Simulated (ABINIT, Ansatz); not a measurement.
# NaHF2 (R-3m): one start, several treatments of the self-energy, part 2 of 2

Wanted: the gap of NaHF2 (R-3m) under several approximations, with cost.

ABINIT 10.8.3; PBEsol and many-body steps on it, plane waves. Known limits of the many-body steps: not at the basis limit.

So far. Step 5 (G0W0, von der Linden-Horsch plasmon pole): Against G0W0 in ABINIT (4×4×4 mesh, 43 bands, screening to 114.3 eV, Godby-Needs plasmon pole), the gap moves by +0.139 eV. Step 6 (G0W0, Engel-Farid plasmon pole): Against G0W0 in ABINIT (4×4×4 mesh, 43 bands, screening to 114.3 eV, Godby-Needs plasmon pole), the gap moves by −0.013 eV.

**7. One-shot COHSEX**

This step: one-shot COHSEX on PBEsol, plane waves, norm-conserving pseudopotentials.

run.abi reads:

```
acell 3*1.0 Angstrom
rprim 
  1.737000000015 1.002857417591 4.583333333300
  -1.737000000015 1.002857417591 4.583333333300
  -0.000000000000 -2.005714835182 4.583333333300
ntypat 3
znucl 11 1 9
natom 4
typat 1 2 3 3
xred 
  0.000000000000 0.000000000000 0.000000000000
  0.500000000000 0.500000000000 0.500000000000
  0.417600000000 0.417600000000 0.417600000000
  0.582400000000 0.582400000000 0.582400000000
pp_dirpath "pseudos"
pseudos "Na.upf, H.upf, F.upf"
ecut 38
ngkpt 4 4 4
nshiftk 1
shiftk 0 0 0
kptopt 1
chksymbreak 0
istwfk *1
occopt 1
irdwfk 1
optdriver 4
nband 43
gwcalctyp 7
ecutsigx 38
symsigma 1
nkptgw 2
kptgw 
  0.5000000000 0.5000000000 0.5000000000
  0.0000000000 0.0000000000 0.0000000000
bdgw 
  11 14
  10 14
ecuteps 4.2
irdscr 1
indata_prefix "in"
outdata_prefix "out"
tmpdata_prefix "tmp"
```

Command:

```bash
> OMP_NUM_THREADS=1 mpirun -n 4 abinit run.abi > log
```

Numbers of over 12 decimals in the logs are rounded to 6 here.

Log:

```text
.Version 10.8.3 of ABINIT. v10.8.2 released Aug 2026.

 Symmetries : space group R-3 m (#166); Bravais hR (rhombohedral)
[... echo of the input left out ...]
== DATASET  1 ==================================================================
-   mpi_nproc: 4, omp_nthreads: 1 (-1 if OMP is not activated)

--- !DatasetInfo
iteration_state: {dtset: 1, }
dimensions: {natom: 4, nkpt: 13, mband: 43, nsppol: 1, nspinor: 1, nspden: 1, mpw: 3640, }
cutoff_energies: {ecut:  38.0, pawecutdg:  -1.0, }
[...]
Band     E0 <VxcDFT>   SigX SigC(E0)      Z dSigC/dE  Sig(E)    E-E0       E
[...]
13   3.489  -8.257  -4.342  -2.648   1.000   0.000  -6.989   1.268   4.757
       14   9.789  -7.583  -3.079  -2.850   1.000   0.000  -5.929   1.654  11.443

== END DATASET(S) ==============================================================
================================================================================

 -outvars: echo values of variables after computation  --------
           etotal      0.0000000000E+00
            nband          43
             nkpt          13
          spgroup         166
 [... the other variables as echoed above ...]

 Calculation completed.
```

Elapsed: 6.6 s, on 4 MPI ranks of Arm Neoverse N1, shared host; peak memory 0.54 GiB; 26 s of CPU time.

Numbers from this step:

```
quasiparticle gap on the points computed              : 12.90 eV
starting gap on the mesh                              : 6.931 eV
k of the valence top                                  : 0, 0, 0
k of the conduction bottom                            : 0, 0, 0
least direct quasiparticle gap on the computed points : 12.90 eV
```

Against G0W0 in ABINIT (4×4×4 mesh, 43 bands, screening to 114.3 eV, Godby-Needs plasmon pole), the gap moves by +1.431 eV.

**8. One-shot Hartree-Fock**

This step: one-shot Hartree-Fock on PBEsol, plane waves, norm-conserving pseudopotentials.

run.abi: that of step 7 with these lines changed.

```diff
@@ -26,4 +26,4 @@
 optdriver 4
-nband 43
-gwcalctyp 7
+nband 16
+gwcalctyp 5
 ecutsigx 38
@@ -37,4 +37,3 @@
   10 14
-ecuteps 4.2
-irdscr 1
+ixc_sigma 40
 indata_prefix "in"
```

Log:

```text
.Version 10.8.3 of ABINIT. v10.8.2 released Aug 2026.

 Symmetries : space group R-3 m (#166); Bravais hR (rhombohedral)
[... echo of the input left out ...]
== DATASET  1 ==================================================================
-   mpi_nproc: 4, omp_nthreads: 1 (-1 if OMP is not activated)

--- !DatasetInfo
iteration_state: {dtset: 1, }
dimensions: {natom: 4, nkpt: 13, mband: 16, nsppol: 1, nspinor: 1, nspden: 1, mpw: 3640, }
cutoff_energies: {ecut:  38.0, pawecutdg:  -1.0, }
[...]
Band     E0 <VxcDFT>   SigX SigC(E0)      Z dSigC/dE  Sig(E)    E-E0       E
[...]
13   3.489  -8.257  -4.342   0.000   1.000   0.000  -4.342   3.916   7.405
       14   9.789  -7.583  -3.079   0.000   1.000   0.000  -3.079   4.505  14.293

== END DATASET(S) ==============================================================
================================================================================

 -outvars: echo values of variables after computation  --------
           etotal      0.0000000000E+00
            nband          16
             nkpt          13
          spgroup         166
 [... the other variables as echoed above ...]

 Calculation completed.
```

Wall time 6 s (4 MPI ranks); peak memory 0.59 GiB.

This step gave:

```yaml
quasiparticle_gap_on_the_points_computed: 18.32 eV
starting_gap_on_the_mesh: 6.931 eV
k_of_the_valence_top: 0, 0, 0
k_of_the_conduction_bottom: 0, 0, 0
least_direct_quasiparticle_gap_on_the_computed_points: 18.32 eV
```

Against G0W0 in ABINIT (4×4×4 mesh, 43 bands, screening to 114.3 eV, Godby-Needs plasmon pole), the gap moves by +6.849 eV.

**9. Screening, 4×4×4 mesh, 43 bands, screening to 114.3 eV**

This step: RPA screening on PBEsol, plane waves, norm-conserving pseudopotentials.

run.abi: that of step 8 with these lines changed.

```diff
@@ -25,15 +25,14 @@
 irdwfk 1
-optdriver 4
-nband 16
-gwcalctyp 5
-ecutsigx 38
-symsigma 1
-nkptgw 2
-kptgw 
-  0.5000000000 0.5000000000 0.5000000000
-  0.0000000000 0.0000000000 0.0000000000
-bdgw 
-  11 14
-  10 14
-ixc_sigma 40
+optdriver 3
+nband 43
+ecuteps 4.2
+inclvkb 2
+awtr 1
+symchi 1
+gwcalctyp 2
+nfreqre 16
+freqremax 40 eV
+nfreqim 8
+spmeth 1
+nomegasf 120
 indata_prefix "in"
```

Log:

```text
.Version 10.8.3 of ABINIT. v10.8.2 released Aug 2026.

 Symmetries : space group R-3 m (#166); Bravais hR (rhombohedral)
[... echo of the input left out ...]
== DATASET  1 ==================================================================
-   mpi_nproc: 4, omp_nthreads: 1 (-1 if OMP is not activated)

--- !DatasetInfo
iteration_state: {dtset: 1, }
dimensions: {natom: 4, nkpt: 13, mband: 43, nsppol: 1, nspinor: 1, nspden: 1, mpw: 3640, }
cutoff_energies: {ecut:  38.0, pawecutdg:  -1.0, }
electrons: {nelect:   2.40000000E+01, charge:   0.00000000E+00, occopt:   1.00000000E+00, tsmear:   1.00000000E-02, }

 SCREENING: Calculation of the susceptibility and dielectric matrices

 Based on a program developped by R.W. Godby, V. Olevano, G. Onida, and L. Reining.
 Incorporated in ABINIT by V. Olevano, G.-M. Rignanese, and M. Torrent.
.Using double precision arithmetic ; gwpc =  8

[... cell and pseudopotentials left out ...]
--------------------------------------------------------------------------------

 ==== K-mesh for the wavefunctions ====
 Number of points in the irreducible wedge :    13
[... list of points left out ...]
 Together with 12 symmetry operations and time-reversal symmetry
 yields    64 points in the full Brillouin Zone.

 ==== Q-mesh for the screening function ====
 Number of points in the irreducible wedge :    13
[... list of points left out ...]
 Together with 12 symmetry operations and time-reversal symmetry
 yields    64 points in the full Brillouin Zone.

 setmesh: FFT mesh size selected  =    36x   36x   36
          total number of points  =        46656

 vcoul_init : cutoff-mode = AUXILIARY_FUNCTION
 q-points for optical limit:   1
     1)      0.000010    0.000020    0.000030

- screening: taking advantage of time-reversal symmetry
- Maximum band index for partially occupied states nbvw = 12
- Remaining bands to be divided among processors   nbcw = 31
- Number of bands treated by each node ~7

 Number of electrons calculated from density =   24.0000; Expected =   24.0000
 average of density, n =  0.074241
 r_s =    1.4760
 omega_plasma =   26.2831 [eV]

 calculating chi0 at frequencies [eV] :
  1    0.000000E+00    0.000000E+00
  2    2.666667E+00    0.000000E+00
  3    5.333333E+00    0.000000E+00
[...]
23    0.000000E+00    6.693856E+01
 24    0.000000E+00    9.425021E+01

--------------------------------------------------------------------------------
  q-point number  1        q = ( 0.000000, 0.000000, 0.000000) [r.l.u.]
--------------------------------------------------------------------------------
[... chi0 elements left out ...]
  [... further frequencies ...]

 No. of calculated frequencies >  15, stop printing
 For q-point:  0.000010 0.000020 0.000030
  dielectric constant =   1.6568
  dielectric constant without local fields =   1.7318

  Average fulfillment of the sum rule on Im[epsilon] for q-point    1 :     28.09  [%]
[... wings left out ...]
  q-point number  2        q = ( 0.250000, 0.000000, 0.000000) [r.l.u.]
--------------------------------------------------------------------------------
[... chi0 elements left out ...]
  [... further frequencies ...]

 No. of calculated frequencies >  15, stop printing
  Average fulfillment of the sum rule on Im[epsilon] for q-point    2 :     38.02  [%]

 [... 11 further q-points ...]
```

Wall time 91 s (4 MPI ranks); peak memory 1.3 GiB; 6 min of CPU time.

This step gave:

| Property | Result |
| --- | --- |
| ε∞ with local fields, on this mesh, along the program's q direction | 1.657 |
| the same without local fields | 1.732 |
| plasma frequency | 26.28 eV |
| plane waves in the screening matrix | 115 |

**10. G0W0, contour deformation**

This step: G0W0 on PBEsol, plane waves, norm-conserving pseudopotentials.

run.abi: that of step 9 with these lines changed.

```diff
@@ -25,14 +25,16 @@
 irdwfk 1
-optdriver 3
+optdriver 4
 nband 43
+gwcalctyp 2
+ecutsigx 38
+symsigma 1
+nkptgw 2
+kptgw 
+  0.5000000000 0.5000000000 0.5000000000
+  0.0000000000 0.0000000000 0.0000000000
+bdgw 
+  11 14
+  10 14
 ecuteps 4.2
-inclvkb 2
-awtr 1
-symchi 1
-gwcalctyp 2
-nfreqre 16
-freqremax 40 eV
-nfreqim 8
-spmeth 1
-nomegasf 120
+irdscr 1
 indata_prefix "in"
```

Log:

```text
.Version 10.8.3 of ABINIT. v10.8.2 released Aug 2026.

 Symmetries : space group R-3 m (#166); Bravais hR (rhombohedral)
[... echo of the input left out ...]
== DATASET  1 ==================================================================
-   mpi_nproc: 4, omp_nthreads: 1 (-1 if OMP is not activated)

--- !DatasetInfo
iteration_state: {dtset: 1, }
dimensions: {natom: 4, nkpt: 13, mband: 43, nsppol: 1, nspinor: 1, nspden: 1, mpw: 3640, }
cutoff_energies: {ecut:  38.0, pawecutdg:  -1.0, }
[...]
Band     E0 <VxcDFT>   SigX SigC(E0)      Z dSigC/dE  Sig(E)    E-E0       E
[...]
14   9.789  -7.583  -3.079  -2.287   0.903  -0.107  -5.580   2.003  11.792
       14   0.000   0.000   0.000  -0.003   0.000   0.000  -0.003  -0.003  -0.003

== END DATASET(S) ==============================================================
================================================================================

 -outvars: echo values of variables after computation  --------
           etotal      0.0000000000E+00
            nband          43
             nkpt          13
          spgroup         166
 [... the other variables as echoed above ...]

 Calculation completed.
```

Wall time 9 s (4 MPI ranks); peak memory 0.58 GiB; 35 s of CPU time.

This step gave:

| Quantity | Value |
| --- | --- |
| G0W0 gap on the points computed | 11.44 eV |
| starting gap on the mesh | 6.931 eV |
| k of the valence top | 0, 0, 0 |
| k of the conduction bottom | 0, 0, 0 |
| least direct G0W0 gap on the computed points | 11.44 eV |

Against G0W0 in ABINIT (4×4×4 mesh, 43 bands, screening to 114.3 eV, Godby-Needs plasmon pole), the gap moves by −0.026 eV.

**11. Side by side**

Times are wall times on 4 MPI ranks of Arm Neoverse N1, shared host, good to a factor of about two. A run's time includes the screening step that it read.

| run | mesh | bands | screening cutoff (eV) | DFT gap (eV) | gap on the mesh (eV) | direct (eV) | ε∞ used | time |
| --- | --- | --- | --- | --- | --- | --- | --- | --- |
| G0W0, Godby-Needs plasmon pole | 4×4×4 | 43 | 114.3 | 6.931 | 11.470 | 11.470 | 1.66 | 97 s |
| G0W0, von der Linden-Horsch plasmon pole | 4×4×4 | 43 | 114.3 | 6.931 | 11.609 | 11.609 | 1.66 | 96 s |
| G0W0, Engel-Farid plasmon pole | 4×4×4 | 43 | 114.3 | 6.931 | 11.457 | 11.457 | 1.66 | 96 s |
| one-shot COHSEX | 4×4×4 | 43 | 114.3 | 6.931 | 12.901 | 12.901 | 1.66 | 94 s |
| one-shot Hartree-Fock | 4×4×4 | - | - | 6.931 | 18.319 | 18.319 | - | 6 s |
| G0W0, contour deformation | 4×4×4 | 43 | 114.3 | 6.931 | 11.444 | 11.444 | 1.66 | 100 s |

**12. Outcome**

* G0W0, Godby-Needs plasmon pole: 11.470 eV
* G0W0, von der Linden-Horsch plasmon pole: 11.609 eV
* G0W0, Engel-Farid plasmon pole: 11.457 eV
* one-shot COHSEX: 12.901 eV
* one-shot Hartree-Fock: 18.319 eV
* G0W0, contour deformation: 11.444 eV
* known limits: not at the basis limit

G0W0, von der Linden-Horsch plasmon pole: +0.139 eV against G0W0, Godby-Needs plasmon pole. G0W0, Engel-Farid plasmon pole: −0.013 eV against G0W0, Godby-Needs plasmon pole. One-shot COHSEX: +1.431 eV against G0W0, Godby-Needs plasmon pole. One-shot Hartree-Fock: +6.849 eV against G0W0, Godby-Needs plasmon pole. G0W0, contour deformation: −0.026 eV against G0W0, Godby-Needs plasmon pole. Bare exchange alone opens the gap to 18.32 eV; against G0W0, correlation takes back 6.85 eV. Static COHSEX lies above G0W0: it lacks the factor Z and overstates the Coulomb hole of the filled states. Bands and cutoff are finite, so the gap is not at the basis limit. The miss can reach some tenths of an eV and take either sign; the mesh is an error of its own. In the first G0W0 run levels were corrected at 2 k points alone, so a gap called «on the mesh» is the least over those, and an edge elsewhere would be missed.

[Paths, hosts, dates, memory and timing lines, banners, echoed tables and standing remarks are left out of the program output.]

[Logs are printed without paths, hosts, clocks, repeated set-up lines and the standing remarks that a program may print on its own settings, such as how far it seeks lower states.]

[Runs of the session that timed out or met a known fault of the program may be left out.]

[No measured gap is set beside runs whose start may be inverted or whose files or cutoffs have a known fault.]

[Hosts, paths, dates, database ids (printed as entryN), source tags and the programs' standing remarks are cut or masked in the printed files.]

[G0W0 gaps are taken among the corrected bands and points alone; a level outside them can change the order at an edge.]

[Where Ansatz stands beside ABINIT at settings called matched, ABINIT's density can come from a denser mesh and the files from another edition; pairs whose starting gaps differed by over 0.03 eV were left out, so agreement reads better than it is.]
